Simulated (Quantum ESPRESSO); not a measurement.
## Optical response of BN

Aim: the dielectric function of BN, and the optical constants that follow from it. The cell comes from an older database entry, whose edges can differ from later determinations, mostly by under a per cent.

Program: Quantum ESPRESSO 7.5. Level of theory: DFT, PBE, plane waves with norm-conserving potentials (PseudoDojo), scalar-relativistic, independent-particle optical response without local fields and without the non-local commutator. Results are calculated unless marked as measured.

The database entry behind the starting cell has ideal inner coordinates that were not refined, so it need not match the best structure at ambient conditions.

**1. Starting point**

The structure is hexagonal, space group P6_3mc (No. 186). Conventional cell: a = 2.536 Å, b = 2.536 Å, c = 4.199 Å, α = 90.00°, β = 90.00°, γ = 120.00°. Nearest to N lie 4 B at 1.56 to 1.57 Å. Nearest to B lie 4 N at 1.56 to 1.57 Å. Farther neighbours and most contacts between anions are not listed.

**2. Ground state**

The self-consistent density comes first; it also tells whether there is a gap, which decides the occupations and the need for a Drude term.

This step: DFT, PBE, plane waves with norm-conserving potentials (PseudoDojo), scalar-relativistic, ground state (Quantum ESPRESSO 7.5).

File scf.in:

```
&control
  calculation = 'scf'
  prefix = 'x'
  outdir = './tmp'
  pseudo_dir = './'
  verbosity = 'high'
/
&system
  ibrav = 0
  nat = 4
  ntyp = 2
  ecutwfc = 90
  occupations = 'smearing'
  smearing = 'fd'
  degauss = 0.003675
  nbnd = 12
/
&electrons
  conv_thr = 1e-09
  electron_maxstep = 100
/
ATOMIC_SPECIES
  N 1.0 N.upf
  B 1.0 B.upf
CELL_PARAMETERS angstrom
  2.536000000002 0.000000000000 0.000000000000
  -1.268000000001 2.196240423999 0.000000000000
  0.000000000000 0.000000000000 4.199000000000
ATOMIC_POSITIONS crystal
  N 0.333333333333 0.666666666667 0.875000000000
  N 0.666666666667 0.333333333333 0.375000000000
  B 0.333333333333 0.666666666667 0.500000000000
  B 0.666666666667 0.333333333333 0.000000000000
K_POINTS automatic
  10 10 5 0 0 0
```

The run is started by

```bash
$ mpirun -n 4 pw.x -nk 4 -in scf.in
```

Log:

```text
for quantum simulation of materials; please cite

     using ibrav=0 with symmetry is DISCOURAGED, use correct ibrav instead

     G-vector sticks info
     --------------------
     sticks:   dense  smooth     PW     G-vecs:    dense   smooth      PW
     Sum         583     583    163                18185    18185    2949

     Using Slab Decomposition

     bravais-lattice index     =            0
     lattice parameter (alat)  =       4.7923  a.u.
     unit-cell volume          =     157.8235 (a.u.)^3
     number of atoms/cell      =            4
     number of atomic types    =            2
     number of electrons       =        16.00
     number of Kohn-Sham states=           12
     kinetic-energy cutoff     =      90.0000  Ry
     charge density cutoff     =     360.0000  Ry
     scf convergence threshold =      1.0E-09
     mixing beta               =       0.7000
     number of iterations used =            8  plain     mixing
     Exchange-correlation= PBE
                           (   1   4   3   4   0   0   0)

     celldm(1)=   4.792345  celldm(2)=   0.000000  celldm(3)=   0.000000
     celldm(4)=   0.000000  celldm(5)=   0.000000  celldm(6)=   0.000000

     crystal axes: (cart. coord. in units of alat)
               a(1) = (   1.000000   0.000000   0.000000 )
               a(2) = (  -0.500000   0.866025   0.000000 )
               a(3) = (   0.000000   0.000000   1.655757 )

     reciprocal axes: (cart. coord. in units 2 pi/alat)
               b(1) = (  1.000000  0.577350 -0.000000 )
               b(2) = (  0.000000  1.154701  0.000000 )
               b(3) = (  0.000000 -0.000000  0.603953 )

     ./N.upf
     Pseudo is Norm-conserving + core correction, Zval =  5.0
     Generated using ONCVPSP code by D. R. Hamann
     Using radial grid of 1058 points,  4 beta functions with:
                l(1) =   0
                l(2) =   0
                l(3) =   1
                l(4) =   1

     ./B.upf
     Pseudo is Norm-conserving + core correction, Zval =  3.0
     Generated using ONCVPSP code by D. R. Hamann
     Using radial grid of 1534 points,  4 beta functions with:
                l(1) =   0
                l(2) =   0
                l(3) =   1
                l(4) =   1

     atomic species   valence    mass     pseudopotential
     N                 5.00     1.00000     N ( 1.00)
     B                 3.00     1.00000     B ( 1.00)

     12 Sym. Ops. (no inversion) found ( 6 have fractional translation)

                                    s                        frac. trans.

     [... symmetry matrices left out ...]
   Cartesian axes

     site n.     atom                  positions (alat units)
         1        N      tau(   1) = (  -0.0000000   0.5773503   1.4487875  )
         2        N      tau(   2) = (   0.5000000   0.2886751   0.6209089  )
         3        B      tau(   3) = (  -0.0000000   0.5773503   0.8278785  )
         4        B      tau(   4) = (   0.5000000   0.2886751   0.0000000  )

   Crystallographic axes

     site n.     atom                  positions (cryst. coord.)
         1        N      tau(   1) = (  0.3333333  0.6666667  0.8750000  )
         2        N      tau(   2) = (  0.6666667  0.3333333  0.3750000  )
         3        B      tau(   3) = (  0.3333333  0.6666667  0.5000000  )
         4        B      tau(   4) = (  0.6666667  0.3333333  0.0000000  )

     number of k points=    42  Fermi-Dirac smearing, width (Ry)=  0.0037
                       cart. coord. in units 2pi/alat
        k(    1) = (   0.0000000   0.0000000   0.0000000), wk =   0.0040000
        k(    2) = (   0.0000000   0.0000000   0.1207907), wk =   0.0080000
        k(    3) = (   0.0000000   0.0000000   0.2415813), wk =   0.0080000
        k(    4) = (   0.0000000   0.1154701   0.0000000), wk =   0.0240000
        k(    5) = (   0.0000000   0.1154701   0.1207907), wk =   0.0480000
        k(    6) = (   0.0000000   0.1154701   0.2415813), wk =   0.0480000
        k(    7) = (   0.0000000   0.2309401   0.0000000), wk =   0.0240000
        k(    8) = (   0.0000000   0.2309401   0.1207907), wk =   0.0480000
        k(    9) = (   0.0000000   0.2309401   0.2415813), wk =   0.0480000
        k(   10) = (   0.0000000   0.3464102   0.0000000), wk =   0.0240000
        k(   11) = (   0.0000000   0.3464102   0.1207907), wk =   0.0480000
        k(   12) = (   0.0000000   0.3464102   0.2415813), wk =   0.0480000
        k(   13) = (   0.0000000   0.4618802   0.0000000), wk =   0.0240000
        k(   14) = (   0.0000000   0.4618802   0.1207907), wk =   0.0480000
        k(   15) = (   0.0000000   0.4618802   0.2415813), wk =   0.0480000
        k(   16) = (   0.0000000  -0.5773503   0.0000000), wk =   0.0120000
[...]
cryst. coord.
[...]
k(   35) = (   0.2000000   0.3000000   0.2000000), wk =   0.0960000
        k(   36) = (   0.2000000   0.3000000   0.4000000), wk =   0.0960000
        k(   37) = (   0.2000000   0.4000000   0.0000000), wk =   0.0240000
        k(   38) = (   0.2000000   0.4000000   0.2000000), wk =   0.0480000
        k(   39) = (   0.2000000   0.4000000   0.4000000), wk =   0.0480000
        k(   40) = (   0.3000000   0.3000000   0.0000000), wk =   0.0240000
        k(   41) = (   0.3000000   0.3000000   0.2000000), wk =   0.0480000
        k(   42) = (   0.3000000   0.3000000   0.4000000), wk =   0.0480000

     Dense  grid:    18185 G-vectors     FFT dimensions: (  30,  30,  48)

     Initial potential from superposition of free atoms

     starting charge      15.9995, renormalised to      16.0000
     Starting wfcs are   16 randomized atomic wfcs

     Self-consistent Calculation

     iteration #  1     ecut=    90.00 Ry     beta= 0.70
     Davidson diagonalization with overlap

            50 MiB given to the printing process from OS
            18 MiB allocation reported by mallinfo(arena+hblkhd)
------------------
     ethr =  1.00E-02,  avg # of iterations =  3.0

     total energy              =     -53.48354794 Ry
     estimated scf accuracy    <       0.42853571 Ry

     iteration #  2     ecut=    90.00 Ry     beta= 0.70
     Davidson diagonalization with overlap

            58 MiB given to the printing process from OS
            25 MiB allocation reported by mallinfo(arena+hblkhd)
------------------
     ethr =  2.68E-03,  avg # of iterations =  2.0

     total energy              =     -53.58444348 Ry
     estimated scf accuracy    <       0.12323814 Ry

     iteration #  3     ecut=    90.00 Ry     beta= 0.70
     Davidson diagonalization with overlap

            59 MiB given to the printing process from OS
            25 MiB allocation reported by mallinfo(arena+hblkhd)
------------------
     ethr =  7.70E-04,  avg # of iterations =  1.5

     total energy              =     -53.60347758 Ry
     estimated scf accuracy    <       0.00229887 Ry

     iteration #  4     ecut=    90.00 Ry     beta= 0.70
     Davidson diagonalization with overlap

            59 MiB given to the printing process from OS
            26 MiB allocation reported by mallinfo(arena+hblkhd)
------------------
     ethr =  1.44E-05,  avg # of iterations =  8.1

     total energy              =     -53.60488078 Ry
     estimated scf accuracy    <       0.00196236 Ry

     iteration #  5     ecut=    90.00 Ry     beta= 0.70
     Davidson diagonalization with overlap

            60 MiB given to the printing process from OS
            26 MiB allocation reported by mallinfo(arena+hblkhd)
------------------
     ethr =  1.23E-05,  avg # of iterations =  2.1

     total energy              =     -53.60534366 Ry
     estimated scf accuracy    <       0.00001488 Ry

     iteration #  6     ecut=    90.00 Ry     beta= 0.70
     Davidson diagonalization with overlap

            60 MiB given to the printing process from OS
            27 MiB allocation reported by mallinfo(arena+hblkhd)
------------------
     ethr =  9.30E-08,  avg # of iterations =  5.6

     total energy              =     -53.60535020 Ry
     estimated scf accuracy    <       0.00000915 Ry

     iteration #  7     ecut=    90.00 Ry     beta= 0.70
     Davidson diagonalization with overlap

            61 MiB given to the printing process from OS
            28 MiB allocation reported by mallinfo(arena+hblkhd)
------------------
     ethr =  5.72E-08,  avg # of iterations =  2.2

     total energy              =     -53.60535181 Ry
     estimated scf accuracy    <       0.00000004 Ry

     iteration #  8     ecut=    90.00 Ry     beta= 0.70
     Davidson diagonalization with overlap

            61 MiB given to the printing process from OS
            28 MiB allocation reported by mallinfo(arena+hblkhd)
------------------
     ethr =  2.76E-10,  avg # of iterations =  5.3

     total energy              =     -53.60535192 Ry
     estimated scf accuracy    <       0.00000010 Ry

     iteration #  9     ecut=    90.00 Ry     beta= 0.70
     Davidson diagonalization with overlap

            62 MiB given to the printing process from OS
            29 MiB allocation reported by mallinfo(arena+hblkhd)
------------------
     ethr =  2.76E-10,  avg # of iterations =  2.0

     total energy              =     -53.60535192 Ry
     estimated scf accuracy    <          8.2E-09 Ry

     iteration # 10     ecut=    90.00 Ry     beta= 0.70
     Davidson diagonalization with overlap

            63 MiB given to the printing process from OS
            29 MiB allocation reported by mallinfo(arena+hblkhd)
------------------
     ethr =  5.12E-11,  avg # of iterations =  2.5

     End of self-consistent calculation

          k = 0.0000 0.0000 0.0000 (  2249 PWs)   bands (ev):

    -9.0274  -4.8274   0.4692   9.3339   9.3339  11.2208  11.4681  11.4681
    19.9719  19.9719  20.1432  21.2275

     occupation numbers
     1.0000   1.0000   1.0000   1.0000   1.0000   1.0000   1.0000   1.0000
     0.0000   0.0000   0.0000   0.0000

          k = 0.0000 0.0000 0.1208 (  2286 PWs)   bands (ev):

    -8.7865  -5.6111   1.6794   9.5031   9.5031   9.9611  11.2177  11.2177
    20.2581  20.2581  20.6413  21.2138

     occupation numbers
     1.0000   1.0000   1.0000   1.0000   1.0000   1.0000   1.0000   1.0000
     0.0000   0.0000   0.0000   0.0000

          k = 0.0000 0.0000 0.2416 (  2298 PWs)   bands (ev):

    -8.0767  -6.9531   4.2535   7.2370   9.9733   9.9733  10.6212  10.6212
    21.0290  21.0290  21.0770  21.1780

     occupation numbers
     1.0000   1.0000   1.0000   1.0000   1.0000   1.0000   1.0000   1.0000
     0.0000   0.0000   0.0000   0.0000

          k = 0.0000 0.1155 0.0000 (  2269 PWs)   bands (ev):

    -8.8079  -4.6592   0.6868   8.3612   8.9339  10.6620  11.0041  11.2383
    19.6455  20.4041  20.4826  21.8996

     occupation numbers
     1.0000   1.0000   1.0000   1.0000   1.0000   1.0000   1.0000   1.0000
     0.0000   0.0000   0.0000   0.0000

     [... further k points left out ...]

     the Fermi energy is    12.5997 ev

!    total energy              =     -53.60535193 Ry
     estimated scf accuracy    <          8.1E-11 Ry
     smearing contrib. (-TS)   =      -0.00000000 Ry
     internal energy E=F+TS    =     -53.60535193 Ry

     The total energy is F=E-TS. E is the sum of the following terms:
     one-electron contribution =       9.51319938 Ry
     hartree contribution      =       7.19563085 Ry
     xc contribution           =     -17.52331258 Ry
     ewald contribution        =     -52.79086958 Ry

     convergence has been achieved in  10 iterations

     XML data file, charge density, pseudopotentials, collected wavefunctions

                                        0.00s GPU  (     482 calls)

=------------------------------------------------------------------------------=
   JOB DONE.
=------------------------------------------------------------------------------=
```

Elapsed: 8.9 s, on 4 MPI ranks of Arm Neoverse N1, shared host; peak memory 0.06 GiB.

Numbers from this step:

```
total energy           : -53.61 Ry
gap on the k-mesh      : 5.476 eV
direct gap on the mesh : 8.407 eV
```

There is a gap, 5.48 eV on this mesh (points off the mesh can give less), so no carriers' term is needed.

(Continued in part 2 of 3.)

[Machine, clock, banner and «Message from routine» lines are left out of the logs.]

[Logs are printed without paths, hosts, clocks, repeated set-up lines and the standing remarks that a program may print on its own settings, such as how far it seeks lower states.]

[Hosts, paths, dates, database ids (printed as entryN), source tags and the programs' standing remarks are cut or masked in the printed files.]
